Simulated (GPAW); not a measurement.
## Cu K ELNES/XANES of MgCu2S2 (R3m) from DFT

Wanted: the Cu K-edge spectrum of MgCu2S2 (R3m), site by site, with its photon-energy scale.

Calculated with GPAW 26.7.0; X-ray absorption from dipole matrix elements to empty bands, plane-wave PAW RPBE.

Report form: the programs' logs are mostly left out.

**1. Set-up**

It takes space group R3m (No. 160, trigonal). Conventional cell: a = 3.881 Å, b = 3.881 Å, c = 20.359 Å, α = 90.00°, β = 90.00°, γ = 120.00°. Nearest to Cu lie 3 S at 2.24 Å. Nearest to Cu lie 4 S at 2.28 to 2.43 Å. S has 4 Cu at 2.24 to 2.28 Å and 1 Mg at 2.40 Å nearest. Nearest to S lie 3 Cu at 2.43 Å and 3 Mg at 2.53 Å. Nearest to Mg lie 4 S at 2.40 to 2.53 Å. Farther neighbours and most contacts between anions are not listed.

Coordinates:

```cif
data_structure
_symmetry_space_group_name_H-M 'P 1'
_symmetry_Int_Tables_number 1
_cell_length_a 7.1466
_cell_length_b 7.1466
_cell_length_c 7.1466
_cell_angle_alpha 31.507
_cell_angle_beta 31.507
_cell_angle_gamma 31.507
_cell_volume 88.50
loop_
_atom_site_label
_atom_site_type_symbol
_atom_site_fract_x
_atom_site_fract_y
_atom_site_fract_z
_atom_site_occupancy
Cu1 Cu 0.15670 0.15670 0.15670 1
Cu2 Cu 0.60758 0.60758 0.60758 1
S3 S 0.49557 0.49557 0.49557 1
S4 S 0.98675 0.98675 0.98675 1
Mg5 Mg 0.37761 0.37761 0.37761 1
```

**2. Ground state of the crystal**

A plain self-consistent run shows whether there is a gap, which decides the set-up of the core-hole run.

The input, scf.py:

```python
import numpy as np
from ase import Atoms
from ase.parallel import parprint, paropen
from gpaw import GPAW, PW, FermiDirac, Mixer, MixerDif, setup_paths
from gpaw.test import gen
setup_paths.insert(0, '.')
gen('Cu', name='nch1s', xcname='RPBE', corehole=(1, 0, 0), write_xml=True)
from gpaw.mpi import world
world.barrier()

atoms = Atoms('Cu2S2Mg',
    cell=[[1.94029854, 1.12023188, 6.78632095],
     [-1.94029854, 1.12023188, 6.78632095],
     [0, -2.24046376, 6.78632095]],
    scaled_positions=[[0.15669845, 0.15669845, 0.15669845],
     [0.60757698, 0.60757698, 0.60757698],
     [0.49557148, 0.49557148, 0.49557148],
     [0.98675351, 0.98675351, 0.98675351],
     [0.37760624, 0.37760624, 0.37760624]],
    pbc=True)
atoms.calc = calc = GPAW(legacy_gpaw=True, mode=PW(430, force_complex_dtype=True), xc='RPBE', setups={0: 'nch1s'},
    kpts={'size': (8, 8, 8), 'gamma': True}, occupations=FermiDirac(0.05),
    charge=0, mixer=Mixer(0.1, 5, 50), maxiter=150,
    convergence={'density': 0.0001, 'eigenstates': 1e-6}, txt='scf.txt')
energy = atoms.get_potential_energy() + calc.get_reference_energy()
ef = calc.get_fermi_level()
out = dict(energy=energy, fermi=ef, forces=atoms.get_forces().tolist())
parprint(f'all-electron energy {energy:.4f} eV, Fermi level {ef:.4f} eV')
ev = np.array([[calc.get_eigenvalues(k, s) for k in range(len(calc.get_ibz_k_points()))] for s in range(calc.get_number_of_spins())])
out['homo'], out['lumo'], out['counts'] = ev[ev < ef].max(), ev[ev > ef].min(), sorted(set((ev < ef).sum((0, 2)).tolist()))
out['filled'] = (ev[:, 0] < ef).sum(1).tolist()
import json
with paropen('out.json', 'w') as f:
    json.dump(out, f)
```

On the command line:

```bash
$ OMP_NUM_THREADS=1 mpirun -n 4 gpaw python scf.py
```

Wall time 92 s (4 MPI ranks of Intel Xeon Platinum 8375C at 2.90GHz (Ice Lake), shared host); peak memory 0.31 GiB.

The mesh shows no gap, so the system is treated as a metal and the core electron is put at the Fermi level (neutral cell).

**3. Spectrum without a core hole, Cu atom 1**

Without a hole the spectrum is the empty density of states of the right symmetry on the absorber, weighted by matrix elements. It needs only the small cell and serves as the baseline. The data set with a hole of occupation 0 only carries the core orbital.

The absorber has 3 S at 2.24 Å (trigonal planar, site symmetry 3m).

The input, xas.py:

```python
import numpy as np
from ase import Atoms
from ase.parallel import parprint, paropen
from gpaw import GPAW, PW, FermiDirac, Mixer, MixerDif, setup_paths
from gpaw.test import gen
setup_paths.insert(0, '.')
gen('Cu', name='nch1s', xcname='RPBE', corehole=(1, 0, 0), write_xml=True)
from gpaw.mpi import world
world.barrier()

atoms = Atoms('Cu2S2Mg',
    cell=[[1.94029854, 1.12023188, 6.78632095],
     [-1.94029854, 1.12023188, 6.78632095],
     [0, -2.24046376, 6.78632095]],
    scaled_positions=[[0.15669845, 0.15669845, 0.15669845],
     [0.60757698, 0.60757698, 0.60757698],
     [0.49557148, 0.49557148, 0.49557148],
     [0.98675351, 0.98675351, 0.98675351],
     [0.37760624, 0.37760624, 0.37760624]],
    pbc=True)
atoms.calc = calc = GPAW(legacy_gpaw=True, mode=PW(430, force_complex_dtype=True), xc='RPBE', setups={0: 'nch1s'},
    kpts={'size': (10, 10, 10), 'gamma': True}, occupations=FermiDirac(0.1),
    charge=0, mixer=Mixer(0.1, 5, 50), maxiter=150,
    convergence={'density': 0.0001, 'eigenstates': 1e-6}, txt='scf.txt')
energy = atoms.get_potential_energy() + calc.get_reference_energy()
ef = calc.get_fermi_level()
out = dict(energy=energy, fermi=ef, forces=atoms.get_forces().tolist())
parprint(f'all-electron energy {energy:.4f} eV, Fermi level {ef:.4f} eV')
ev = np.array([[calc.get_eigenvalues(k, s) for k in range(len(calc.get_ibz_k_points()))] for s in range(calc.get_number_of_spins())])
out['homo'], out['lumo'], out['counts'] = ev[ev < ef].max(), ev[ev > ef].min(), sorted(set((ev < ef).sum((0, 2)).tolist()))
out['filled'] = (ev[:, 0] < ef).sum(1).tolist()

from ase.units import Ha
from gpaw.xas import dipole_matrix_elements
nb = int(calc.get_number_of_electrons() / 2) + 56
top, nb = nb, nb + 8 + nb // 12
nscf = calc.fixed_density(kpts={'size': (5, 5, 5), 'gamma': True}, nbands=nb,
    convergence={'bands': top, 'eigenstates': 5e-3}, maxiter=60, txt='nscf.txt')
cell = atoms.cell.array
ops = [cell.T @ U.T @ np.linalg.inv(cell.T) for U in nscf.wfs.kd.symmetry.op_scc]
E = np.arange(-25, 34, 0.1)
fwhm = np.interp(E, [4, 25], [1.55, 3.5])
Y, X, zero, highest = 0, 0, 1e9, 1e9
for spin in range(nscf.get_number_of_spins()):
    wfs = nscf.wfs
    mine = wfs.bd.get_slice()  # this rank's bands
    A = dipole_matrix_elements(wfs.setups[0])
    eps = np.zeros((wfs.kd.nibzkpts, nb))
    d = np.zeros((3, A.shape[1], wfs.kd.nibzkpts, nb), complex)
    for kpt in wfs.kpt_u:
        if kpt.s == spin and 0 in kpt.P_ani:
            eps[kpt.k, mine] = kpt.eps_n * Ha
            d[:, :, kpt.k, mine] = (kpt.weight * wfs.nspins / 2) ** 0.5 * np.inner(A, kpt.P_ani[0])
    world.sum(eps)
    world.sum(d)
    T = np.einsum('amkn,bmkn->abkn', d, d.conj()).real
    T = sum(np.einsum('ai,ijkn,bj->abkn', R, T, R) for R in ops) / len(ops)
    empty = eps > ef
    zero, highest = min(zero, eps[empty].min()), min(highest, eps[:, top - 1].min())
    lines = [(eps, T, empty)] if spin == 0 else lines + [(eps, T, empty)]
for eps, T, empty in lines:
    f = np.einsum('aakn->akn', T).reshape(3, -1)
    x = eps.ravel() - zero
    w = np.interp(x, E, fwhm) / 2.35482
    g = np.exp(-0.5 * ((E[:, None] - x) / w) ** 2) / (w * (2 * np.pi) ** 0.5)
    Y = Y + (f * empty.ravel()) @ g.T
    X = X + (f * ~empty.ravel()) @ g.T
out.update(E=E.round(2).tolist(), xas=Y.tolist(), xes=X.tolist(), zero=zero, valid=highest - zero, nk=len(eps), nb=nb)
for i in range(0, len(E), 10):
    parprint(f'{E[i]:7.2f}', *(f'{v:10.3e}' for v in Y[:, i]))
import json
with paropen('out.json', 'w') as f:
    json.dump(out, f)
```

On the command line:

```bash
$ OMP_NUM_THREADS=1 mpirun -n 4 gpaw python xas.py
```

The job ended after 6.1 min (4 MPI ranks; peak memory 0.45 GiB; 24 min of CPU time).

The Cu K spectrum, Cu atom 1, no core hole (energy from the lowest empty level; intensity scaled to a mean of 1 over the first 20 eV; polarised curves are means over the symmetry-equivalent atoms):

```csv
E (eV),isotropic,ε ⊥ c,ε ∥ c
-2.0,0.00,0.00,0.00
-1.4,0.00,0.00,0.00
-0.8,0.01,0.00,0.03
-0.2,0.05,0.01,0.13
0.4,0.15,0.02,0.41
1.0,0.33,0.05,0.88
1.6,0.52,0.12,1.33
2.2,0.66,0.21,1.55
2.8,0.71,0.32,1.49
3.4,0.67,0.41,1.21
4.0,0.66,0.55,0.90
4.6,0.82,0.87,0.71
5.2,0.98,1.19,0.56
5.8,0.93,1.18,0.45
6.4,0.82,1.01,0.45
7.0,0.80,0.90,0.59
7.6,0.87,0.85,0.89
8.2,1.06,0.96,1.26
8.8,1.34,1.23,1.57
9.4,1.56,1.47,1.72
10.0,1.54,1.47,1.67
10.6,1.30,1.20,1.51
11.2,1.08,0.91,1.40
11.8,1.02,0.84,1.39
12.4,1.11,0.98,1.38
13.0,1.22,1.18,1.31
13.6,1.29,1.33,1.20
14.2,1.28,1.36,1.12
14.8,1.22,1.29,1.09
15.4,1.15,1.18,1.10
16.0,1.09,1.05,1.15
16.6,1.05,0.97,1.20
17.2,1.05,0.95,1.24
17.8,1.09,1.02,1.24
18.4,1.16,1.13,1.21
19.0,1.22,1.26,1.15
19.6,1.26,1.35,1.08
20.2,1.28,1.40,1.03
20.8,1.27,1.41,0.98
21.4,1.23,1.37,0.96
22.0,1.20,1.31,0.96
22.6,1.16,1.26,0.97
23.2,1.13,1.20,0.99
23.8,1.11,1.15,1.01
24.4,1.09,1.11,1.03
25.0,1.08,1.09,1.05
25.6,1.08,1.08,1.07
26.2,1.10,1.11,1.08
26.8,1.15,1.18,1.09
27.4,1.24,1.30,1.12
28.0,1.33,1.43,1.15
28.6,1.42,1.54,1.18
29.2,1.46,1.59,1.20
29.8,1.46,1.58,1.20
30.4,1.41,1.51,1.20
31.0,1.33,1.40,1.19
```

Main maxima below 30 eV (height): 2.8 eV (0.71), 5.4 eV (0.99), 9.6 eV (1.58), 13.8 eV (1.29), 20.2 eV (1.28) and 29.4 eV (1.47). A K edge sees empty p states on the absorber.

The same matrix elements for filled bands give the Cu K emission of Cu atom 1 (ground-state approximation; energy from the lowest empty level, largest value 1):

```csv
E (eV),emission
-24.00,0.00
-23.25,0.00
-22.50,0.00
-21.75,0.00
-21.00,0.00
-20.25,0.00
-19.50,0.00
-18.75,0.00
-18.00,0.00
-17.25,0.00
-16.50,0.00
-15.75,0.05
-15.00,0.19
-14.25,0.24
-13.50,0.09
-12.75,0.01
-12.00,0.00
-11.25,0.00
-10.50,0.00
-9.75,0.00
-9.00,0.00
-8.25,0.03
-7.50,0.16
-6.75,0.41
-6.00,0.79
-5.25,0.97
-4.50,0.50
-3.75,0.23
-3.00,0.40
-2.25,0.64
-1.50,0.58
-0.75,0.33
0.00,0.10
0.75,0.01
1.50,0.00
2.25,0.00
3.00,0.00
```

Emission maxima: -14.4 eV (0.25), -5.4 eV (1.00) and -2.0 eV (0.66).

**4. Spectrum without a core hole, Cu atom 2**

This cheap baseline ignores the attraction of the hole: it shows the absorber's empty states as they are in the ground state. The data set with a hole of occupation 0 only carries the core orbital.

The absorber has 1 S at 2.28 Å and 3 S at 2.43 Å (distorted tetrahedral, site symmetry 3m).

Changes to xas.py since step 3:

```diff
@@ -20,3 +20,3 @@
     pbc=True)
-atoms.calc = calc = GPAW(legacy_gpaw=True, mode=PW(430, force_complex_dtype=True), xc='RPBE', setups={0: 'nch1s'},
+atoms.calc = calc = GPAW(legacy_gpaw=True, mode=PW(430, force_complex_dtype=True), xc='RPBE', setups={1: 'nch1s'},
     kpts={'size': (10, 10, 10), 'gamma': True}, occupations=FermiDirac(0.1),
@@ -46,3 +46,3 @@
     mine = wfs.bd.get_slice()  # this rank's bands
-    A = dipole_matrix_elements(wfs.setups[0])
+    A = dipole_matrix_elements(wfs.setups[1])
     eps = np.zeros((wfs.kd.nibzkpts, nb))
@@ -50,5 +50,5 @@
     for kpt in wfs.kpt_u:
-        if kpt.s == spin and 0 in kpt.P_ani:
+        if kpt.s == spin and 1 in kpt.P_ani:
             eps[kpt.k, mine] = kpt.eps_n * Ha
-            d[:, :, kpt.k, mine] = (kpt.weight * wfs.nspins / 2) ** 0.5 * np.inner(A, kpt.P_ani[0])
+            d[:, :, kpt.k, mine] = (kpt.weight * wfs.nspins / 2) ** 0.5 * np.inner(A, kpt.P_ani[1])
     world.sum(eps)
```

Run time: 5.1 min. Hardware: 4 MPI ranks; peak memory 0.45 GiB; 20 min of CPU time.

The Cu K spectrum, Cu atom 2, no core hole (energy from the lowest empty level; intensity scaled to a mean of 1 over the first 20 eV; polarised curves are means over the symmetry-equivalent atoms):

```
E (eV)  isotropic  ε ⊥ c  ε ∥ c
  -2.0       0.00   0.00   0.00
  -1.0       0.01   0.01   0.01
   0.0       0.12   0.13   0.10
   1.0       0.33   0.35   0.29
   2.0       0.46   0.47   0.44
   3.0       0.75   0.78   0.69
   4.0       1.06   1.14   0.88
   5.0       1.07   1.11   0.97
   6.0       0.94   0.92   0.97
   7.0       1.05   1.07   1.01
   8.0       0.99   1.01   0.97
   9.0       0.88   0.86   0.93
  10.0       0.89   0.87   0.92
  11.0       1.04   1.13   0.88
  12.0       1.16   1.28   0.91
  13.0       1.18   1.25   1.04
  14.0       1.26   1.28   1.22
  15.0       1.33   1.33   1.33
  16.0       1.35   1.34   1.37
  17.0       1.30   1.27   1.38
  18.0       1.19   1.12   1.33
  19.0       1.09   1.01   1.24
  20.0       1.06   1.03   1.13
  21.0       1.07   1.06   1.08
  22.0       1.05   1.03   1.08
  23.0       1.00   0.97   1.07
  24.0       0.99   0.98   1.03
  25.0       1.03   1.06   0.98
  26.0       1.09   1.17   0.93
  27.0       1.12   1.24   0.89
  28.0       1.12   1.23   0.89
  29.0       1.12   1.17   1.01
  30.0       1.13   1.09   1.20
  31.0       1.14   1.02   1.38
```

Main maxima below 30 eV (height): 4.6 eV (1.12), 7.2 eV (1.06) and 15.8 eV (1.35). 

The same matrix elements for filled bands give the Cu K emission of Cu atom 2 (ground-state approximation; energy from the lowest empty level, largest value 1):

```
E (eV)  emission
-24.00      0.00
-23.25      0.00
-22.50      0.00
-21.75      0.00
-21.00      0.00
-20.25      0.00
-19.50      0.00
-18.75      0.00
-18.00      0.00
-17.25      0.00
-16.50      0.01
-15.75      0.07
-15.00      0.20
-14.25      0.19
-13.50      0.05
-12.75      0.00
-12.00      0.00
-11.25      0.00
-10.50      0.00
 -9.75      0.00
 -9.00      0.02
 -8.25      0.12
 -7.50      0.33
 -6.75      0.64
 -6.00      0.98
 -5.25      0.78
 -4.50      0.31
 -3.75      0.29
 -3.00      0.51
 -2.25      0.50
 -1.50      0.21
 -0.75      0.04
  0.00      0.01
  0.75      0.00
  1.50      0.00
  2.25      0.00
  3.00      0.00
```

Emission maxima: -14.6 eV (0.22), -5.8 eV (1.00) and -2.6 eV (0.55).

**5. Reference energy of the supercell**

The photon energy needs a difference of total energies, so the cell and mesh of the coming hole run are first run without a hole.

Changes to scf.py since step 2:

```diff
@@ -10,14 +10,24 @@
 
-atoms = Atoms('Cu2S2Mg',
-    cell=[[1.94029854, 1.12023188, 6.78632095],
-     [-1.94029854, 1.12023188, 6.78632095],
-     [0, -2.24046376, 6.78632095]],
-    scaled_positions=[[0.15669845, 0.15669845, 0.15669845],
-     [0.60757698, 0.60757698, 0.60757698],
-     [0.49557148, 0.49557148, 0.49557148],
-     [0.98675351, 0.98675351, 0.98675351],
-     [0.37760624, 0.37760624, 0.37760624]],
+atoms = Atoms('Cu6S6Mg3',
+    cell=[[0, 6.72139129, 0],
+     [5.82089561, 3.36069564, 0],
+     [-1.94029854, -1.12023188, -6.78632095]],
+    scaled_positions=[[0, 0.84330155, 0.52990465],
+     [0.33333333, 0.17663488, 0.52990465],
+     [0.66666667, 0.50996822, 0.52990465],
+     [0, 0.39242302, 0.17726906],
+     [0.33333333, 0.72575635, 0.17726906],
+     [0.66666667, 0.05908969, 0.17726906],
+     [0, 0.50442852, 0.51328556],
+     [0.33333333, 0.83776185, 0.51328556],
+     [0.66666667, 0.17109519, 0.51328556],
+     [0, 0.01324649, 0.03973947],
+     [0.33333333, 0.34657982, 0.03973947],
+     [0.66666667, 0.67991316, 0.03973947],
+     [0, 0.62239376, 0.86718128],
+     [0.33333333, 0.95572709, 0.86718128],
+     [0.66666667, 0.28906043, 0.86718128]],
     pbc=True)
 atoms.calc = calc = GPAW(legacy_gpaw=True, mode=PW(430, force_complex_dtype=True), xc='RPBE', setups={0: 'nch1s'},
-    kpts={'size': (8, 8, 8), 'gamma': True}, occupations=FermiDirac(0.05),
+    kpts={'size': (3, 3, 3), 'gamma': True}, occupations=FermiDirac(0.1),
     charge=0, mixer=Mixer(0.1, 5, 50), maxiter=150,
```

On the command line:

```bash
$ OMP_NUM_THREADS=1 mpirun -n 4 gpaw python scf.py
```

Wall time 54 s (4 MPI ranks); peak memory 0.33 GiB; 3.6 min of CPU time.

Reference energy: -351742.588 eV with the cores included.

**6. Spectrum with XCH, Cu atom 1**

The holes are 6.7 Å apart. In GPAW the data set carries the hole's charge, so charge=0 means a charged cell and charge=-1 a neutral one. The excited electron is kept in the cell, where it fills the lowest empty states and screens the hole. After the field has converged, empty bands are computed with the density fixed and the dipole matrix elements are summed.

The input, xas.py:

```python
import numpy as np
from ase import Atoms
from ase.parallel import parprint, paropen
from gpaw import GPAW, PW, FermiDirac, Mixer, MixerDif, setup_paths
from gpaw.test import gen
setup_paths.insert(0, '.')
gen('Cu', name='fch1s', xcname='RPBE', corehole=(1, 0, 1), write_xml=True)
from gpaw.mpi import world
world.barrier()

atoms = Atoms('Cu6S6Mg3',
    cell=[[0, 6.72139129, 0],
     [5.82089561, 3.36069564, 0],
     [-1.94029854, -1.12023188, -6.78632095]],
    scaled_positions=[[0, 0.84330155, 0.52990465],
     [0.33333333, 0.17663488, 0.52990465],
     [0.66666667, 0.50996822, 0.52990465],
     [0, 0.39242302, 0.17726906],
     [0.33333333, 0.72575635, 0.17726906],
     [0.66666667, 0.05908969, 0.17726906],
     [0, 0.50442852, 0.51328556],
     [0.33333333, 0.83776185, 0.51328556],
     [0.66666667, 0.17109519, 0.51328556],
     [0, 0.01324649, 0.03973947],
     [0.33333333, 0.34657982, 0.03973947],
     [0.66666667, 0.67991316, 0.03973947],
     [0, 0.62239376, 0.86718128],
     [0.33333333, 0.95572709, 0.86718128],
     [0.66666667, 0.28906043, 0.86718128]],
    pbc=True)
atoms.calc = calc = GPAW(legacy_gpaw=True, mode=PW(430, force_complex_dtype=True), xc='RPBE', setups={0: 'fch1s'},
    kpts={'size': (3, 3, 3), 'gamma': True}, occupations=FermiDirac(0.1),
    charge=-1, mixer=Mixer(0.1, 5, 50), maxiter=150,
    convergence={'density': 0.0001, 'eigenstates': 1e-6}, txt='scf.txt')
energy = atoms.get_potential_energy() + calc.get_reference_energy()
ef = calc.get_fermi_level()
out = dict(energy=energy, fermi=ef, forces=atoms.get_forces().tolist())
parprint(f'all-electron energy {energy:.4f} eV, Fermi level {ef:.4f} eV')
ev = np.array([[calc.get_eigenvalues(k, s) for k in range(len(calc.get_ibz_k_points()))] for s in range(calc.get_number_of_spins())])
out['homo'], out['lumo'], out['counts'] = ev[ev < ef].max(), ev[ev > ef].min(), sorted(set((ev < ef).sum((0, 2)).tolist()))
out['filled'] = (ev[:, 0] < ef).sum(1).tolist()

from ase.units import Ha
from gpaw.xas import dipole_matrix_elements
nb = int(calc.get_number_of_electrons() / 2) + 160
top, nb = nb, nb + 8 + nb // 12
nscf = calc.fixed_density(kpts={'size': (3, 3, 3), 'gamma': True}, nbands=nb,
    convergence={'bands': top, 'eigenstates': 5e-3}, maxiter=60, txt='nscf.txt')
cell = atoms.cell.array
ops = [cell.T @ U.T @ np.linalg.inv(cell.T) for U in nscf.wfs.kd.symmetry.op_scc]
E = np.arange(-6, 34, 0.1)
fwhm = np.interp(E, [4, 25], [1.55, 3.5])
Y, X, zero, highest = 0, 0, 1e9, 1e9
for spin in range(nscf.get_number_of_spins()):
    wfs = nscf.wfs
    mine = wfs.bd.get_slice()  # this rank's bands
    A = dipole_matrix_elements(wfs.setups[0])
    eps = np.zeros((wfs.kd.nibzkpts, nb))
    d = np.zeros((3, A.shape[1], wfs.kd.nibzkpts, nb), complex)
    for kpt in wfs.kpt_u:
        if kpt.s == spin and 0 in kpt.P_ani:
            eps[kpt.k, mine] = kpt.eps_n * Ha
            d[:, :, kpt.k, mine] = (kpt.weight * wfs.nspins / 2) ** 0.5 * np.inner(A, kpt.P_ani[0])
    world.sum(eps)
    world.sum(d)
    T = np.einsum('amkn,bmkn->abkn', d, d.conj()).real
    T = sum(np.einsum('ai,ijkn,bj->abkn', R, T, R) for R in ops) / len(ops)
    empty = eps > ef
    zero, highest = min(zero, eps[empty].min()), min(highest, eps[:, top - 1].min())
    lines = [(eps, T, empty)] if spin == 0 else lines + [(eps, T, empty)]
for eps, T, empty in lines:
    f = np.einsum('aakn->akn', T).reshape(3, -1)
    x = eps.ravel() - zero
    w = np.interp(x, E, fwhm) / 2.35482
    g = np.exp(-0.5 * ((E[:, None] - x) / w) ** 2) / (w * (2 * np.pi) ** 0.5)
    Y = Y + (f * empty.ravel()) @ g.T
    X = X + (f * ~empty.ravel()) @ g.T
out.update(E=E.round(2).tolist(), xas=Y.tolist(), xes=X.tolist(), zero=zero, valid=highest - zero, nk=len(eps), nb=nb)
for i in range(0, len(E), 10):
    parprint(f'{E[i]:7.2f}', *(f'{v:10.3e}' for v in Y[:, i]))
import json
with paropen('out.json', 'w') as f:
    json.dump(out, f)
```

On the command line:

```bash
$ OMP_NUM_THREADS=1 mpirun -n 4 gpaw python xas.py
```

It took 2 min on 4 MPI ranks; peak memory 0.53 GiB.

The Cu K spectrum, Cu atom 1, excited-electron core hole (neutral cell) (energy from the lowest empty level; intensity scaled to a mean of 1 over the first 20 eV; polarised curves are means over the symmetry-equivalent atoms):

| E (eV) | isotropic | ε ⊥ c | ε ∥ c |
| --- | --- | --- | --- |
| -2.0 | 0.00 | 0.00 | 0.00 |
| -1.0 | 0.04 | 0.00 | 0.11 |
| 0.0 | 0.36 | 0.04 | 0.99 |
| 1.0 | 0.74 | 0.21 | 1.79 |
| 2.0 | 0.79 | 0.49 | 1.39 |
| 3.0 | 0.80 | 0.78 | 0.85 |
| 4.0 | 1.05 | 1.30 | 0.54 |
| 5.0 | 0.92 | 1.14 | 0.48 |
| 6.0 | 0.79 | 0.92 | 0.54 |
| 7.0 | 1.13 | 1.18 | 1.03 |
| 8.0 | 1.35 | 1.12 | 1.80 |
| 9.0 | 1.26 | 1.05 | 1.67 |
| 10.0 | 1.13 | 1.15 | 1.10 |
| 11.0 | 1.10 | 1.07 | 1.17 |
| 12.0 | 1.04 | 0.96 | 1.20 |
| 13.0 | 0.99 | 1.03 | 0.93 |
| 14.0 | 1.01 | 1.10 | 0.83 |
| 15.0 | 0.97 | 0.99 | 0.93 |
| 16.0 | 0.98 | 0.94 | 1.04 |
| 17.0 | 1.03 | 1.02 | 1.06 |
| 18.0 | 1.04 | 1.08 | 0.97 |
| 19.0 | 1.06 | 1.15 | 0.88 |
| 20.0 | 1.08 | 1.21 | 0.84 |
| 21.0 | 1.06 | 1.16 | 0.85 |
| 22.0 | 1.00 | 1.07 | 0.87 |
| 23.0 | 0.96 | 1.00 | 0.88 |
| 24.0 | 0.93 | 0.94 | 0.91 |
| 25.0 | 0.97 | 0.97 | 0.96 |
| 26.0 | 1.07 | 1.11 | 1.00 |
| 27.0 | 1.19 | 1.28 | 1.01 |
| 28.0 | 1.24 | 1.34 | 1.02 |
| 29.0 | 1.20 | 1.28 | 1.04 |
| 30.0 | 1.12 | 1.16 | 1.06 |

Main maxima below 29 eV (height): 1.6 eV (0.80), 4.2 eV (1.05), 8.0 eV (1.35), 20.0 eV (1.08) and 28.0 eV (1.24). 

The total-energy difference is 9012.02 eV. One term is added: -29.93 eV, since the hole is spin-paired here and a spin-polarised one costs that much less in the free atom (computed apart). The photon energy is then 8982.09 eV. The tabulated edge of the element is 8979 eV. The functional leaves an error of a few eV in such absolute values.

(Continued in part 2 of 2.)

[Logs are printed without paths, hosts, clocks, repeated set-up lines and the standing remarks that a program may print on its own settings, such as how far it seeks lower states.]

[Hosts, paths, dates, database ids (printed as entryN), source tags and the programs' standing remarks are cut or masked in the printed files.]

[Lists of maxima count a maximum above −3 eV only where it reaches 4 % of the highest in the window and stands out from its surroundings by 2 % of it (1.5 % where it reaches 55 %); shoulders and weaker maxima are passed over, and of the rest the first, up to two pre-edge ones and the few strongest are named.]
